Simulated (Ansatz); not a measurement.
## Phonons of La3AlN (Pm-3m) against volume

Aim: how the phonons of La3AlN (Pm-3m) shift with volume, and the thermal expansion that follows.

Calculated with Ansatz 0.2.0; DFT PBEsol, scalar-relativistic, plane waves, PAW; PAW set soft_1.

Report form: inputs, costs, results and the conclusion, without the logs.

**1. The system as given**

Symmetry: Pm-3m, No. 221, cubic system. Conventional cell: a = 5.027 Å, b = 5.027 Å, c = 5.027 Å, α = 90.00°, β = 90.00°, γ = 90.00°. La has 2 N at 2.51 Å nearest. Al has 12 La at 3.55 Å nearest. Nearest to N lie 6 La at 2.51 Å. Farther neighbours, and contacts between anions beyond the nearest, are not listed.

**2. Phonons on a q mesh**

Stability and thermal properties need the whole zone. Linear response on a 2×2×2 q mesh gives force constants as far as a supercell of that size would.

input.yaml

```yaml
crystal:
  lattice:
    - [5.0274630592, 0.0, 0.0]
    - [0.0, 5.0274630592, 0.0]
    - [0.0, 0.0, 5.0274630592]
  atoms:
    - { symbol: La, position: [0.5, 0.5, 0.0] }
    - { symbol: La, position: [0.0, 0.5, 0.5] }
    - { symbol: La, position: [0.5, 0.0, 0.5] }
    - { symbol: Al, position: [0.0, 0.0, 0.0] }
    - { symbol: "N", position: [0.5, 0.5, 0.5] }
kpoints:
  mp_grid: { grid: [8, 8, 8] }
hamiltonian:
  xc: pbesol
  pseudopotentials: { kind: paw, azcp: { folder: soft_1 }, xc_functional: pbe }
scf:
  occupations: { method: methfessel_paxton, width: 0.2 }
output:
  eigenvalues: true
phonons:
  method: dfpt
  qmesh: [2, 2, 2]
  temperatures: { t_max: 1000, t_step: 50 }
  qpath:
    path:
      - [[0.0, 0.0, 0.0], [0.0, 0.5, 0.0], [0.5, 0.5, 0.0], [0.0, 0.0, 0.0], [0.5, 0.5, 0.5], [0.0, 0.5, 0.0]]
      - [[0.5, 0.5, 0.5], [0.5, 0.5, 0.0]]
    npoints: 10
```

The run is started by

```sh
ansatz run input.yaml --threads 4 --pin off --max-ram 10240MiB --backend cpu --events-out ev --progress --plain --runs-dir out
```

Elapsed: 6.7 min, on 4 threads of Arm Neoverse V1, shared host; peak memory 1.5 GiB.

Read from the output:

```
volume per atom                                            : 25.41 Å³
gap on the k-mesh                                          : 0 eV
sum-rule residual before enforcement                       : 3.96e-5 eV/Å²
lowest frequency on the path                               : 0 cm⁻¹
point group                                                : m-3m
highest frequency on path, mesh or solved points           : 386 cm⁻¹
mean frequency                                             : 153.4 cm⁻¹
Debye temperature (second moment)                          : 339 K
logarithmic mean frequency                                 : 125.3 cm⁻¹
highest optical mode at the zone centre (no LO-TO term)    : 326.4 cm⁻¹
lowest optical zone-centre mode                            : 72.97 cm⁻¹
lowest mode on the q mesh (acoustic modes at Γ apart)      : 27.53 cm⁻¹
zero-point energy per atom                                 : 28.53 meV
heat capacity at 300 K                                     : 23.48 J/(mol atoms K)
vibrational entropy at 300 K                               : 38.40 J/(mol atoms K)
edges of the widest gap between branches, on path and mesh : 193.3, 265.3 cm⁻¹
```

Frequencies (cm⁻¹) solved at each irreducible wavevector; negative means imaginary. Frequencies by wavevector, by row:

| q in reciprocal lattice units | star | mode 1 | mode 2 | mode 3 | mode 4 | mode 13 | mode 14 | mode 15 |
| --- | --- | --- | --- | --- | --- | --- | --- | --- |
| 0 0 0 | 1 | 0 | 0 | 0 | 73 | 326.4 | 326.4 | 326.4 |
| 0 0 -0.5 | 3 | 59.2 | 59.2 | 69.6 | 74.2 | 287.9 | 287.9 | 386 |
| 0 -0.5 -0.5 | 3 | 33.4 | 76.9 | 76.9 | 77.3 | 265.3 | 370.2 | 370.2 |
| -0.5 -0.5 -0.5 | 1 | 27.5 | 27.5 | 27.5 | 102.3 | 359.2 | 359.2 | 359.2 |

Symmetry leaves 4 wavevectors to solve. The lowest mode among them, the acoustic zeros apart, lies at q = (-0.5, -0.5, -0.5) and is real, 27.5 cm⁻¹.

**3. Relaxing at another volume, volume ratio 0.97**

The volume is scaled by 0.97 and held; symmetry leaves nothing to relax, so this is a single point. The modes can then be followed against volume.

input.yaml, the sections that differ from step 2:

```yaml
crystal:
  lattice:
    - [4.9766771318, 0.0, 0.0]
    - [0.0, 4.9766771318, 0.0]
    - [0.0, 0.0, 4.9766771318]
  atoms:
    - { symbol: La, position: [0.5, 0.5, 0.0] }
    - { symbol: La, position: [0.0, 0.5, 0.5] }
    - { symbol: La, position: [0.5, 0.0, 0.5] }
    - { symbol: Al, position: [0.0, 0.0, 0.0] }
    - { symbol: "N", position: [0.5, 0.5, 0.5] }
output:
  forces: true
  stress: true
  eigenvalues: true
# kpoints, hamiltonian, scf: as in step 2
# phonons: removed
```

The job ended after 2.7 s (4 threads; peak memory 0.49 GiB).

This run has no spin polarisation although its electron count is odd.

Numbers from this step:

```yaml
pressure: 2.315 GPa
volume_per_atom: 24.65 Å³
```

**4. Phonons at the other volume, volume ratio 0.97**

The phonons are repeated at this volume on the same meshes, so that differences come from the volume alone.

input.yaml, as its differences from that of step 3:

```diff
@@ -19,4 +19,11 @@
 output:
-  forces: true
-  stress: true
   eigenvalues: true
+phonons:
+  method: dfpt
+  qmesh: [2, 2, 2]
+  temperatures: { t_max: 1000, t_step: 50 }
+  qpath:
+    path:
+      - [[0.0, 0.0, 0.0], [0.0, 0.5, 0.0], [0.5, 0.5, 0.0], [0.0, 0.0, 0.0], [0.5, 0.5, 0.5], [0.0, 0.5, 0.0]]
+      - [[0.5, 0.5, 0.5], [0.5, 0.5, 0.0]]
+    npoints: 10
```

Wall time 6.6 min (4 threads); peak memory 1.5 GiB; 26 min of CPU time.

This step gave:

| Item | Value |
| --- | --- |
| sum-rule residual before enforcement | 1.24e-5 eV/Å² |
| highest frequency on path, mesh or solved points | 405.5 cm⁻¹ |
| mean frequency | 159.9 cm⁻¹ |
| Debye temperature (second moment) | 357 K |
| logarithmic mean frequency | 129 cm⁻¹ |
| highest optical mode at the zone centre (no LO-TO term) | 344 cm⁻¹ |
| lowest optical zone-centre mode | 70.6 cm⁻¹ |
| lowest mode on the q mesh (acoustic modes at Γ apart) | 24.78 cm⁻¹ |
| zero-point energy per atom | 29.74 meV |
| heat capacity at 300 K | 23.35 J/(mol atoms K) |
| vibrational entropy at 300 K | 37.77 J/(mol atoms K) |
| edges of the widest gap between branches, on path and mesh | 200.9, 284.5 cm⁻¹ |

Frequencies (cm⁻¹) solved at each irreducible wavevector; negative means imaginary. Frequencies by wavevector, by row:

| q in reciprocal lattice units | star | mode 1 | mode 2 | mode 3 | mode 4 | mode 13 | mode 14 | mode 15 |
| --- | --- | --- | --- | --- | --- | --- | --- | --- |
| 0 0 0 | 1 | 0 | 0 | 0 | 70.6 | 344 | 344 | 344 |
| 0 0 -0.5 | 3 | 59.8 | 59.8 | 69.9 | 72.9 | 306.6 | 306.6 | 405.4 |
| 0 -0.5 -0.5 | 3 | 32.3 | 77.2 | 77.2 | 77.5 | 284.5 | 390 | 390 |
| -0.5 -0.5 -0.5 | 1 | 24.8 | 24.8 | 24.8 | 103.7 | 379.2 | 379.2 | 379.2 |

The highest optical mode at the zone centre (no LO-TO term) is 344.0 cm⁻¹, +17.6 cm⁻¹ against the base run.

**5. Relaxing at another volume, volume ratio 1.03**

The volume is scaled by 1.03 and held; symmetry leaves nothing to relax, so this is a single point. The modes can then be followed against volume.

input.yaml, the sections that differ from step 4:

```yaml
crystal:
  lattice:
    - [5.0772431586, 0.0, 0.0]
    - [0.0, 5.0772431586, 0.0]
    - [0.0, 0.0, 5.0772431586]
  atoms:
    - { symbol: La, position: [0.5, 0.5, 0.0] }
    - { symbol: La, position: [0.0, 0.5, 0.5] }
    - { symbol: La, position: [0.5, 0.0, 0.5] }
    - { symbol: Al, position: [0.0, 0.0, 0.0] }
    - { symbol: "N", position: [0.5, 0.5, 0.5] }
output:
  forces: true
  stress: true
  eigenvalues: true
# kpoints, hamiltonian, scf: as in step 4
# phonons: removed
```

Wall time 2.9 s (4 threads); peak memory 0.5 GiB.

Read from the output:

```yaml
pressure: -2.007 GPa
volume_per_atom: 26.18 Å³
```

The run ends at a pressure of -2.01 GPa.

**6. Phonons at the other volume, volume ratio 1.03**

input.yaml, as its differences from that of step 5:

```diff
@@ -19,4 +19,11 @@
 output:
-  forces: true
-  stress: true
   eigenvalues: true
+phonons:
+  method: dfpt
+  qmesh: [2, 2, 2]
+  temperatures: { t_max: 1000, t_step: 50 }
+  qpath:
+    path:
+      - [[0.0, 0.0, 0.0], [0.0, 0.5, 0.0], [0.5, 0.5, 0.0], [0.0, 0.0, 0.0], [0.5, 0.5, 0.5], [0.0, 0.5, 0.0]]
+      - [[0.5, 0.5, 0.5], [0.5, 0.5, 0.0]]
+    npoints: 10
```

The job ended after 7.1 min (4 threads; peak memory 1.6 GiB; 28 min of CPU time).

Numbers from this step:

```yaml
sum_rule_residual_before_enforcement: 5.44e-5 eV/Å²
highest_frequency_on_path_mesh_or_solved_points: 367 cm⁻¹
mean_frequency: 146.9 cm⁻¹
debye_temperature_second_moment: 323 K
logarithmic_mean_frequency: 121.4 cm⁻¹
highest_optical_mode_at_the_zone_centre_no_lo_to_term: 309.4 cm⁻¹
lowest_optical_zone_centre_mode: 74.68 cm⁻¹
lowest_mode_on_the_q_mesh_acoustic_modes_at_gamma_apart: 29.55 cm⁻¹
zero_point_energy_per_atom: 27.31 meV
heat_capacity_at_300_k: 23.61 J/(mol atoms K)
vibrational_entropy_at_300_k: 39.13 J/(mol atoms K)
edges_of_the_widest_gap_between_branches_on_path_and_mesh: 185.8, 246.3 cm⁻¹
```

The highest optical mode at the zone centre (no LO-TO term) is 309.4 cm⁻¹, -17.0 cm⁻¹ against the base run.

**7. Grüneisen parameters**

The Grüneisen parameter of a mode is minus the logarithmic change of its frequency with volume, −d ln ω / d ln V; weighted by heat capacity it gives the expansion.

This step gave:

| Item | Value |
| --- | --- |
| bulk modulus | 72 GPa |

The phonon branches at the labelled points (cm⁻¹):

| point | branch 1 | branch 2 | branch 3 | branch 4 | branch 12 | branch 13 | branch 14 | branch 15 |
| --- | --- | --- | --- | --- | --- | --- | --- | --- |
| Γ | 0 | 0 | 0 | 73 | 148 | 326 | 326 | 326 |
| halfway | 37 | 37 | 65 | 71 | 167 | 308 | 308 | 357 |
| X | 59 | 59 | 70 | 74 | 184 | 288 | 288 | 386 |
| halfway | 51 | 66 | 70 | 76 | 177 | 277 | 331 | 378 |
| M | 33 | 77 | 77 | 77 | 175 | 265 | 370 | 370 |
| halfway | 49 | 50 | 67 | 74 | 168 | 292 | 344 | 344 |
| Γ | 0 | 0 | 0 | 73 | 148 | 326 | 326 | 326 |
| halfway | 52 | 52 | 56 | 85 | 169 | 333 | 333 | 334 |
| R | 28 | 28 | 28 | 102 | 193 | 359 | 359 | 359 |
| halfway | 47 | 53 | 55 | 87 | 171 | 322 | 324 | 372 |
| X | 59 | 59 | 70 | 74 | 184 | 288 | 288 | 386 |
| jump to R | 28 | 28 | 28 | 102 | 193 | 359 | 359 | 359 |
| halfway | 31 | 48 | 48 | 97 | 179 | 314 | 365 | 365 |
| M | 33 | 77 | 77 | 77 | 175 | 265 | 370 | 370 |

The same for volume x 0.97:

| point | branch 1 | branch 2 | branch 3 | branch 4 | branch 12 | branch 13 | branch 14 | branch 15 |
| --- | --- | --- | --- | --- | --- | --- | --- | --- |
| Γ | 0 | 0 | 0 | 71 | 158 | 344 | 344 | 344 |
| X | 60 | 60 | 70 | 73 | 192 | 307 | 307 | 406 |
| M | 32 | 77 | 77 | 78 | 184 | 284 | 390 | 390 |
| Γ | 0 | 0 | 0 | 71 | 158 | 344 | 344 | 344 |
| R | 25 | 25 | 25 | 104 | 201 | 379 | 379 | 379 |
| X | 60 | 60 | 70 | 73 | 192 | 307 | 307 | 406 |
| R | 25 | 25 | 25 | 104 | 201 | 379 | 379 | 379 |
| M | 32 | 77 | 77 | 78 | 184 | 284 | 390 | 390 |

The same for volume x 1.03:

| point | branch 1 | branch 2 | branch 3 | branch 4 | branch 12 | branch 13 | branch 14 | branch 15 |
| --- | --- | --- | --- | --- | --- | --- | --- | --- |
| Γ | 0 | 0 | 0 | 75 | 140 | 309 | 309 | 309 |
| X | 58 | 58 | 69 | 75 | 177 | 270 | 270 | 367 |
| M | 34 | 76 | 76 | 77 | 166 | 246 | 351 | 351 |
| Γ | 0 | 0 | 0 | 75 | 140 | 309 | 309 | 309 |
| R | 30 | 30 | 30 | 95 | 186 | 340 | 340 | 340 |
| X | 58 | 58 | 69 | 75 | 177 | 270 | 270 | 367 |
| R | 30 | 30 | 30 | 95 | 186 | 340 | 340 | 340 |
| M | 34 | 76 | 76 | 77 | 166 | 246 | 351 | 351 |

Mode Grueneisen parameter -dln(w)/dln(V), modes matched by rank; at Γ the acoustic branches take the value of a neighbouring point of the path. The mode Grüneisen parameters at the labelled points ():

| point | branch 1 | branch 2 | branch 3 | branch 4 | branch 12 | branch 13 | branch 14 | branch 15 |
| --- | --- | --- | --- | --- | --- | --- | --- | --- |
| Γ | 0.00 | 0.00 | 1.64 | -0.94 | 2.05 | 1.77 | 1.77 | 1.77 |
| halfway | 0.04 | 0.04 | 1.44 | -0.37 | 1.66 | 1.92 | 1.92 | 1.70 |
| X | 0.34 | 0.34 | 0.19 | -0.50 | 1.37 | 2.13 | 2.13 | 1.66 |
| halfway | -0.36 | 0.33 | 0.83 | -0.07 | 1.53 | 2.25 | 1.87 | 1.71 |
| M | -0.90 | 0.26 | 0.26 | 0.11 | 1.73 | 2.40 | 1.76 | 1.76 |
| halfway | 0.68 | 0.13 | 0.02 | 0.47 | 1.73 | 2.07 | 1.79 | 1.77 |
| Γ | 0.00 | 1.44 | 1.31 | -0.94 | 2.05 | 1.77 | 1.77 | 1.77 |
| halfway | 0.68 | 0.68 | -0.53 | 0.14 | 1.78 | 1.85 | 1.85 | 1.86 |
| R | -2.89 | -2.89 | -2.89 | 1.48 | 1.31 | 1.84 | 1.84 | 1.84 |
| halfway | -0.54 | -0.25 | 0.42 | 0.75 | 1.57 | 1.94 | 1.92 | 1.75 |
| X | 0.34 | 0.34 | 0.19 | -0.50 | 1.37 | 2.13 | 2.13 | 1.66 |
| jump to R | -2.89 | -2.89 | -2.89 | 1.48 | 1.31 | 1.84 | 1.84 | 1.84 |
| halfway | -1.70 | -0.38 | -0.38 | 0.83 | 1.30 | 2.00 | 1.80 | 1.80 |
| M | -0.90 | 0.26 | 0.26 | 0.11 | 1.73 | 2.40 | 1.76 | 1.76 |

(dS/dlnV)/C_V. The thermodynamic Grueneisen parameter by temperature:

| temperature (K) | thermodynamic Grueneisen parameter |
| --- | --- |
| 50 | 0.467 |
| 100 | 0.757 |
| 150 | 0.871 |
| 200 | 0.925 |
| 250 | 0.952 |
| 300 | 0.968 |
| 350 | 0.978 |
| 400 | 0.985 |
| 450 | 0.989 |
| 500 | 0.993 |
| 550 | 0.995 |
| 600 | 0.997 |
| 650 | 0.999 |
| 700 | 1 |
| 750 | 1.00 |
| 800 | 1.00 |
| 850 | 1.00 |
| 900 | 1.00 |
| 950 | 1.00 |
| 1000 | 1.00 |

Gamma C_V/(B V) at the static volume. Table of volume expansion by temperature:

| temperature (K) | volume expansion (1e-6/K) |
| --- | --- |
| 50 | 4.25 |
| 100 | 11.7 |
| 150 | 16.1 |
| 200 | 18.4 |
| 250 | 19.8 |
| 300 | 20.6 |
| 350 | 21.2 |
| 400 | 21.5 |
| 450 | 21.8 |
| 500 | 22.0 |
| 550 | 22.1 |
| 600 | 22.2 |
| 650 | 22.3 |
| 700 | 22.4 |
| 750 | 22.4 |
| 800 | 22.4 |
| 850 | 22.5 |
| 900 | 22.5 |
| 950 | 22.6 |
| 1000 | 22.6 |

**8. Summary of results**

| Property | Result |
| --- | --- |
| bulk modulus | 72 GPa |
| thermodynamic Grüneisen parameter at 300 K | 0.968 |
| volume expansion at 300 K, estimated | 20.62 × 10⁻⁶ K⁻¹ |

By this estimate the volume grows by 20.6 × 10⁻⁶ per kelvin at 300 K. The highest optical mode at Γ goes from 344 to 309 cm⁻¹ as the cell grows, a Grüneisen parameter of 1.77. Mode parameters on the path run from -2.9 to 2.4, with a median of 1.3. Modes with negative values stiffen as the cell grows and pull against the expansion. Branches are matched by rank, so values near crossings are rough. The expansion is the Grüneisen estimate at the static volume, with the static bulk modulus. With no gap, or one that is small against the smearing, the frequencies hang on the k mesh and the smearing, most of all near Kohn anomalies. The phonon runs are without spin polarisation, although the cell has an odd electron count. Spin-orbit coupling is left out, which can matter for the heavy elements here. The PAW files were made for PBE and serve the other functionals too. A phonon run warned that its eigensolver left some bands unconverged in a pass.

[Long decimals in the printed logs are rounded to 6 places.]

[Logs are printed without paths, hosts, clocks, repeated set-up lines and the standing remarks that a program may print on its own settings, such as how far it seeks lower states.]

[Hosts, paths, dates, database ids (printed as entryN), source tags and the programs' standing remarks are cut or masked in the printed files.]

[Where the starting crystal was built by hand or by swapping elements, it need not be the compound's stable phase.]
